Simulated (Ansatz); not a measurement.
**Formation energy and levels of the vacancy V_Al in AlN (F-43m)**

Aim: at which Fermi levels does V_Al in AlN (F-43m) change its charge? The model is a cell of 54 host atoms with 1 Al taken out.

Main program and level: Ansatz 0.2.0; place-levels on r2SCAN runs: charge-transition levels and formation energies with image-charge correction and potential alignment at the atomic sites; PAW set soft_1.

### 1. The starting structure

The cell holds 53 atoms: 26 Al and 27 N. Its edges and angles: a = 9.547 Å, b = 9.547 Å, c = 9.547 Å, α = 60.0°, β = 60.0°, γ = 60.0°. It derives from AlN (space group F-43m). Nearest the centre at fractional (0.333, 0.667, 0.667): N18 at 1.95 Å, N35 at 1.95 Å, N34 at 1.95 Å, N30 at 1.95 Å, Al31 at 3.18 Å, Al25 at 3.18 Å, Al23 at 3.18 Å, Al5 at 3.18 Å.

As a file:

```xyz
53
Lattice="0.0000 6.7508 6.7508 6.7508 0.0000 6.7508 6.7508 6.7508 0.0000" Properties=species:S:1:pos:R:3 pbc="T T T"
Al    0.0000    0.0000    0.0000
N     1.1251    1.1251    1.1251
Al    2.2503    2.2503    0.0000
N     3.3754    3.3754    1.1251
Al    4.5005    4.5005    0.0000
N     5.6257    5.6257    1.1251
Al    2.2503    0.0000    2.2503
N     3.3754    1.1251    3.3754
Al    4.5005    2.2503    2.2503
N     5.6257    3.3754    3.3754
Al    6.7508    4.5005    2.2503
N     7.8760    5.6257    3.3754
Al    4.5005    0.0000    4.5005
N     5.6257    1.1251    5.6257
Al    6.7508    2.2503    4.5005
N     7.8760    3.3754    5.6257
Al    9.0011    4.5005    4.5005
N    10.1262    5.6257    5.6257
Al    0.0000    2.2503    2.2503
N     1.1251    3.3754    3.3754
Al    2.2503    4.5005    2.2503
N     3.3754    5.6257    3.3754
Al    4.5005    6.7508    2.2503
N     5.6257    7.8760    3.3754
Al    2.2503    2.2503    4.5005
N     3.3754    3.3754    5.6257
Al    4.5005    4.5005    4.5005
N     5.6257    5.6257    5.6257
Al    6.7508    6.7508    4.5005
N     7.8760    7.8760    5.6257
Al    4.5005    2.2503    6.7508
N     5.6257    3.3754    7.8760
Al    6.7508    4.5005    6.7508
N     7.8760    5.6257    7.8760
N    10.1262    7.8760    7.8760
Al    0.0000    4.5005    4.5005
N     1.1251    5.6257    5.6257
Al    2.2503    6.7508    4.5005
N     3.3754    7.8760    5.6257
Al    4.5005    9.0011    4.5005
N     5.6257   10.1262    5.6257
Al    2.2503    4.5005    6.7508
N     3.3754    5.6257    7.8760
Al    4.5005    6.7508    6.7508
N     5.6257    7.8760    7.8760
Al    6.7508    9.0011    6.7508
N     7.8760   10.1262    7.8760
Al    4.5005    4.5005    9.0011
N     5.6257    5.6257   10.1262
Al    6.7508    6.7508    9.0011
N     7.8760    7.8760   10.1262
Al    9.0011    9.0011    9.0011
N    10.1262   10.1262   10.1262
```

The host's dielectric constants go in as inputs: 4.64 for the electrons alone, 8.51 with the ions, computed on the host (DFPT, PBEsol, on the r2SCAN cell), and a cell off the functional's own equilibrium shifts the ionic part.

The relaxed host is scaled by +3.0 % along all axes; the dielectric constants are those of the unstrained host.

The cell's shortest repeat is 9.5 Å.

### 2. The runs of each charge state

A transition level is the Fermi level at which two charge states cost the same, so each charge needs its own total energy, at its own relaxed structure.

Each atom starts 0.05 Å or so off its site in a random direction: a symmetric start keeps its symmetry, and would miss off-centre moves and Jahn–Teller distortions. Forces are taken at one point at (¼, ¼, ¼). The cell holds 3 electrons more than the neutral one, with a uniform background that keeps it neutral on the whole.

The sampling was tested on the host first: at the k-points planned (1x1x1 shifted 0.25 0.25 0.25) its energy lies 0.043 eV an atom from the dense-mesh value, so the final energies take a denser sampling.

One of the inputs; charge, spin and start change from state to state.

Contents of qm3.relax/input.yaml:

```yaml
crystal:
  lattice:
    - [0.0, 2.25027185, 2.25027185]
    - [2.25027185, 0.0, 2.25027185]
    - [2.25027185, 2.25027185, 0.0]
  atoms:
    - { symbol: Al, position: [0.0, 0.0, 0.0] }
    - { symbol: "N", position: [0.25, 0.25, 0.25] }
  supercell: [3, 3, 3]
  defects: [{ vacancy: 34 }]
total_charge: -3
basis:
  ecutwfc: 500
  xc_grid: 2
hamiltonian:
  xc: r2scan
  pseudopotentials: { kind: paw, azcp: { folder: soft_1 } }
kpoints:
  mp_grid: { grid: [1, 1, 1], shift: [0.25, 0.25, 0.25] }
scf:
  occupations: { method: fixed }
  max_iter: 100
output:
  forces: true
  charged_corrections: { epsilon: 4.64, static_epsilon: 8.51 }
relax:
  f_tol: 0.02
  max_steps: 80
  random_displacement: { amplitude: 0.05, seed: 2821 }
checkpoint:
  write: "../qm3.relax.run"
  compress: false
  write_wavefunctions: true
  write_every: 100000
```

The run is started by

```bash
$ ansatz run input.yaml --threads 8 --pin off --max-ram 15073MiB --backend cpu --events-out ev --progress --plain --runs-dir out
```

Defect states can disperse in a cell of this size, so the energy is taken again at a 2×2×2 shifted mesh, on the relaxed structure.

The run of this state that the levels use, under r2SCAN:

Contents of qm3.point/input.yaml:

```yaml
crystal:
  checkpoint: "../qm3.relax.run"
  host: checkpoint
total_charge: -3
basis:
  ecutwfc: 500
  xc_grid: 2
hamiltonian:
  xc: r2scan
  pseudopotentials: { kind: paw, azcp: { folder: soft_1 } }
kpoints:
  mp_grid: { grid: [2, 2, 2], shift: [0.5, 0.5, 0.5] }
scf:
  occupations: { method: fermi_dirac, width: 0.01 }
  max_iter: 100
output:
  forces: true
  eigenvalues: true
  charged_corrections:
    epsilon: 4.64
    static_epsilon: 8.51
    defect_position: [0.333333, 0.666667, 0.666667]
  eigenstates: { localisation: true }
  populations: true
checkpoint:
  read: "../qm3.relax.run"
  write: "../qm3.point.run"
  compress: false
  write_wavefunctions: false
  write_every: 100000
```

Relaxations under r2SCAN at one point at (¼, ¼, ¼); times on 8 threads of Intel Xeon 6975P-C (Granite Rapids), shared host:

```
charge  moment (μB)  occupations        outcome  steps  largest displacement against the far atoms (Å)  time
    −3            0        fixed      converged      6                                            0.26  17 s
    −2            1        fixed      converged      7                                            0.32  55 s
    −1            0        fixed  not converged      -                                               -  18 s
    −1            0  fermi-dirac      converged      7                                            0.31  37 s
     0            1        fixed      converged      7                                            0.34  43 s
    +1            0        fixed  not converged      -                                               -  18 s
    +1            0  fermi-dirac      converged     17                                            0.41  76 s
     0            3        fixed      converged      6                                            0.32  32 s
    −2            3        fixed      converged     13                                            0.31  86 s
    −1            2        fixed      converged      8                                            0.30  44 s
    +1            2        fixed      converged      7                                            0.35  41 s
```

Single points under r2SCAN at a 2×2×2 shifted mesh; times on 8 threads of Intel Xeon 6975P-C (Granite Rapids), shared host:

```
charge  moment (μB)  occupations    outcome  time
    −3            0  fermi-dirac  converged  10 s
    −2            1  fermi-dirac  converged  30 s
    −1            0  fermi-dirac  converged  15 s
     0            1  fermi-dirac  converged  32 s
    +1            0  fermi-dirac  converged  14 s
     0            3  fermi-dirac  converged  34 s
    −2            3  fermi-dirac  converged  31 s
    −1            2  fermi-dirac  converged  28 s
    +1            2  fermi-dirac  converged  20 s
```

Distances (Å) from the ideal centre to the nearest atoms after relaxation with r2SCAN:

```
charge  moment (μB)      1.      2.      3.      4.       5.       6.
    −3            0  N 2.20  N 2.21  N 2.21  N 2.21  Al 3.14  Al 3.14
    −2            1  N 2.20  N 2.20  N 2.21  N 2.27  Al 3.13  Al 3.14
    −2            3  N 2.21  N 2.25  N 2.26  N 2.26  Al 3.15  Al 3.15
    −1            0  N 2.22  N 2.24  N 2.25  N 2.26  Al 3.17  Al 3.17
    −1            2  N 2.18  N 2.25  N 2.25  N 2.26  Al 3.14  Al 3.14
     0            1  N 2.23  N 2.24  N 2.26  N 2.29  Al 3.19  Al 3.19
     0            3  N 2.25  N 2.25  N 2.25  N 2.27  Al 3.20  Al 3.20
    +1            0  N 2.29  N 2.30  N 2.30  N 2.36  Al 3.20  Al 3.20
    +1            2  N 2.29  N 2.29  N 2.29  N 2.30  Al 3.22  Al 3.23
```

### 3. place-levels, r2SCAN

A charged cell interacts with its images and the background, and its potential has another zero than the host's. place-levels removes the first by a point-charge model, screened by the static dielectric constant since the ions have relaxed around the charge, and the second by comparing potentials at atoms far from the defect.

The host is a run of the defect-free crystal in the same cutoffs, grids and k-points, so that basis and sampling errors cancel in part in the differences. The host is run in a cell of 2 atoms on a matching mesh. Its band edges are searched through the zone by a band path, so the gap is smaller than, or equal to, that on the mesh. Chemical potentials are energies per atom of Al (fcc), run with the same functional and cutoff.

Contents of levels.point.yaml:

```yaml
host:
  run: host.point.run
states: [qm3.point.run, qm2_M1.point.run, qm1.point.run, q0_M1.point.run, qp1.point.run, q0_M3.point.run, qm2_M3.point.run, qm1_M2.point.run, qp1_M2.point.run]
geometry_from:
  qm3.point.run: qm3.relax.run
  qm2_M1.point.run: qm2_M1.relax.run
  qm1.point.run: qm1.relax_smeared.run
  q0_M1.point.run: q0_M1.relax.run
  qp1.point.run: qp1.relax_smeared.run
  q0_M3.point.run: q0_M3.relax.run
  qm2_M3.point.run: qm2_M3.relax.run
  qm1_M2.point.run: qm1_M2.relax.run
  qp1_M2.point.run: qp1_M2.relax.run
  host.point.run: host.relax.run
chemical_potentials:
  Al:
    energy: -540.418346
    dataset: <sha256 of the dataset>
epsilon: 4.64
static_epsilon: 8.51
vertical:
  - { from: qm3.point.run, to: qm3.point_neutral.run }
  - { from: qm2_M1.point.run, to: qm2_M1.point_neutral.run }
  - { from: qm1.point.run, to: qm1.point_neutral.run }
  - { from: qp1.point.run, to: qp1.point_neutral.run }
  - { from: qm2_M3.point.run, to: qm2_M3.point_neutral.run }
  - { from: qm1_M2.point.run, to: qm1_M2.point_neutral.run }
  - { from: qp1_M2.point.run, to: qp1_M2.point_neutral.run }
```

The run is started by

```bash
$ ansatz place-levels levels.point.yaml -- --threads 8 --pin off --max-ram 15073MiB
```

Numbers of over 12 decimals in the logs are rounded to 6 here.

Log:

```text
[... repeated set-up lines and file paths are left out, and long positions are rounded to six places ...]
(+1/0) 0.667 eV above the valence edge, 3.173 eV under the conduction edge
(0/-1) 1.689 eV above the valence edge, 2.151 eV under the conduction edge
(-1/-2) 2.326 eV above the valence edge, 1.514 eV under the conduction edge
(-2/-3) 2.854 eV above the valence edge, 0.986 eV under the conduction edge
formation energy of charge +1: +8.121 eV with the Fermi level at the valence edge
formation energy of charge 0: +8.788 eV with the Fermi level at the valence edge
formation energy of charge -1: +10.477 eV with the Fermi level at the valence edge
formation energy of charge -2: +12.803 eV with the Fermi level at the valence edge
formation energy of charge -3: +15.657 eV with the Fermi level at the valence edge
vertical -3 to 0: no energy, since no alignment is typed
[...]
of vertical[2].to (qm1.point_neutral.run): stability_check_not_made
  of vertical[3].from (qp1.point.run): it parts from the run at its places by a charge that spreads by about 1.6 Å along one vector (1.4 Å or more is wide), by its potential at epsilon 4.64, taken for that of held ions (one typed too small widens it), where [...]
  of vertical[3].to (qp1.point_neutral.run): stability_check_not_made
  of vertical[4].from (qm2_M3.point.run): its moments are held at its close (magnetization.spin_locking), by a field of 1.117 eV a Bohr magneton, and its energy and levels are of the state that this holds: a run that lets them go can end lower; [...]
  of vertical[4].to (qm2_M3.point_neutral.run): it set out from the moments of a save, which an earlier run chose (saved_moments_taken); seeded_moment_not_kept; stability_check_not_made
  of vertical[5].from (qm1_M2.point.run): stability_check_not_made
  of vertical[5].to (qm1_M2.point_neutral.run): it set out from the moments of a save, which an earlier run chose (saved_moments_taken); [...]
  of vertical[6].from (qp1_M2.point.run): stability_check_not_made
  of vertical[6].to (qp1_M2.point_neutral.run): it set out from the moments of a save, which an earlier run chose (saved_moments_taken); stability_check_not_made
```

The job ended after 0.71 s (8 threads of Intel Xeon 6975P-C (Granite Rapids), shared host).

Levels between the charges placed, in eV above the valence top:

```
        gap (eV)  (+1/0)  (0/−1)  (−1/−2)  (−2/−3)
r2SCAN      3.84    0.67    1.69     2.33     2.85
```

Corrections by state:

```
charge  moment (μB)  image terms and alignment (eV)  band filling (eV)  ε used  over the lowest of its charge, as the program ranks them, band filling apart (eV)
    +1          2.0                          -0.077                  -    8.51                                                                              0.000
     0          3.0                           0.000                  -       -                                                                              0.000
    −1          2.0                           0.604                  -    8.51                                                                              0.000
    −2          1.0                           1.707                  -    8.51                                                                              0.000
    −3          0.0                           3.309                  -    8.51                                                                              0.000
    +1          0.0                          -0.197                  -    8.51                                                                              1.280
     0          1.0                           0.000                  -       -                                                                              0.123
    −1          0.0                           0.627                  -    8.51                                                                              0.587
    −2          3.0                           1.555                  -    8.51                                                                              2.712
```

The charged structures listed were also run neutral, and place-levels reads from each pair, by the potential or the spins, how wide the charge is by which they differ; that can be the carrier of either run.

```
charge  rms radius (Å)  spread where it is widest against the cell (Å)  wide from (Å)  reading
    +1             1.5                                            1.08           1.35   narrow
    −1             1.0                                            0.59           1.35   narrow
    −2             2.0                                            1.59           1.35     wide
    −3             2.0                                            1.31           1.35   narrow
```

The neutral runs of these pairs need not share the spin of the lowest neutral state, and very wide values only mean spread over the cell.

From the program's caveats on the states, each cut to its opening words:

- charge +1 (2 μB), 0 (3 μB), −1 (2 μB), −2 (1 μB), 0 (1 μB), −2 (3 μB): flagged: stability check not made
- charge 0 (3 μB): its alignment with the host at atomic sites is doubtful: the mean over the far sites moves by +0.0685 eV from their farther parts to their nearer, more than [...]
- charge −1 (2 μB): its alignment with the host at atomic sites is doubtful: the mean over the far sites moves by +0.1700 eV from their farther parts to their nearer, more than [...]
- charge −1 (2 μB): the host's ions (past the first shell or, of a walk that freed a part, those that it held) aren't shown at rest: they stand up to 0.056 Å off their sites, 0.15 [...]
- charge −2 (1 μB), +1: it parts from the run at its places by a charge that spreads by about 1.6 Å along one vector (1.4 Å or more is wide), by its potential at epsilon 4.64, taken [...]
- charge −2 (1 μB): its alignment with the host at atomic sites is doubtful: the mean over the far sites moves by +0.2982 eV from their farther parts to their nearer, more than [...]
- charge −2 (1 μB): the host's ions (past the first shell or, of a walk that freed a part, those that it held) aren't shown at rest: they stand up to 0.060 Å off their sites, 0.39 [...]
- charge −3: it parts from the run that its charge is read beside by 3 carriers, of which the mean alone is read, by its potential at epsilon 4.64, taken for that of held [...]
- charge −3: its alignment with the host at atomic sites is doubtful: the mean over the far sites moves by +0.4224 eV from their farther parts to their nearer, more than [...]
- charge +1: its alignment with the host at atomic sites is doubtful: the mean over the far sites moves by -0.2223 eV from their farther parts to their nearer, more than [...]
- charge +1: the host's ions (past the first shell or, of a walk that freed a part, those that it held) aren't shown at rest: they stand up to 0.067 Å off their sites, 0.97 [...]
- charge 0 (1 μB): its alignment with the host at atomic sites is doubtful: the mean over the far sites moves by +0.0639 eV from their farther parts to their nearer, more than [...]
- charge −1: its alignment with the host at atomic sites is doubtful: the mean over the far sites moves by +0.1356 eV from their farther parts to their nearer, more than [...]
- charge −2 (3 μB): it parts from the run at its places by a charge that spreads by about 1.7 Å along one vector (1.4 Å or more is wide), by its potential at epsilon 4.64, taken [...]

Chemical potentials of the elements' reference phases, run alike. Formation energies (elemental references), with the Fermi level at the valence top and at the conduction bottom (gap 3.84 eV):

```
charge  at valence top (eV)  at conduction bottom (eV)  correction included (eV)
    +1                 8.12                      11.96                     -0.08
     0                 8.79                       8.79                      0.00
    −1                10.48                       6.64                      0.60
    −2                12.80                       5.12                      1.71
    −3                15.66                       4.14                      3.31
```

(Fermi level (eV), lowest formation energy (eV)): (0.00, 8.12), (0.35, 8.47), (0.70, 8.79), (1.05, 8.79), (1.40, 8.79), (1.74, 8.73), (2.10, 8.38), (2.44, 7.91), (2.79, 7.22), (3.14, 6.23), (3.49, 5.18), (3.84, 4.14)

### 4. Summary of results

```json
{"gap of the host": "3.84 eV (r2SCAN)", "level (plus 1/0)": "0.67 eV above the valence top", "level (0/minus 1)": "1.69 eV above the valence top", "level (minus 1/minus 2)": "2.33 eV above the valence top", "level (minus 2/minus 3)": "2.85 eV above the valence top", "lowest of the charges placed, just above the valence top (0.02 eV)": "+1", "lowest of the charges placed, just below the conduction bottom (0.02 eV)": "−3", "lowest formation energy at mid-gap of the charges run, elemental references": "8.56 eV"}
```

**Reading.** Of the charges placed (−3, −2, −1, 0 and +1), the lowest changes at 0.67 eV (+1/0), 1.69 eV (0/−1), 2.33 eV (−1/−2) and 2.85 eV (−2/−3) above the valence top, in a gap of 3.84 eV. (−2/−3) lies nearer to a band edge than the share of the finite-size correction in it (1.60 eV), and that correction holds for a localised charge alone. Charges above +1 and below −3 were not placed, so these runs say nothing of levels that involve them. States placed: +1 at 2 μB and 0 μB; 0 at 3 μB and 1 μB; −1 at 2 μB and 0 μB; −2 at 1 μB and 3 μB; −3 at 0 μB. Other spin states or structures, where not listed, weren't placed. Corrections reach 3.3 eV, so the cell is small for these charges and their levels are rough. The program doubts the alignment of potentials for at least one state, a sign that the cell is small. What this leaves open: r2SCAN makes the gap too small and tends to spread out bound carriers; where a gas molecule sets a chemical potential or the host's formation energy, its binding is uncorrected; force components of up to 0.54 eV/Å remain in a run at the final settings.

[Logs are printed without paths, hosts, clocks, repeated set-up lines and the standing remarks that a program may print on its own settings, such as how far it seeks lower states.]

[Hosts, paths, dates, database ids (printed as entryN), source tags and the programs' standing remarks are cut or masked in the printed files.]

[Where a table of states has a column of steps, it counts the stored structures, which are thinned; the runs took as many ionic steps or more.]

[A defect's name tells the site on which it was built; relaxed atoms can leave that site.]

[For some hosts the program warned that the k-mesh of the response run may be too coarse for force constants and the static dielectric constant; such warnings are not shown here.]
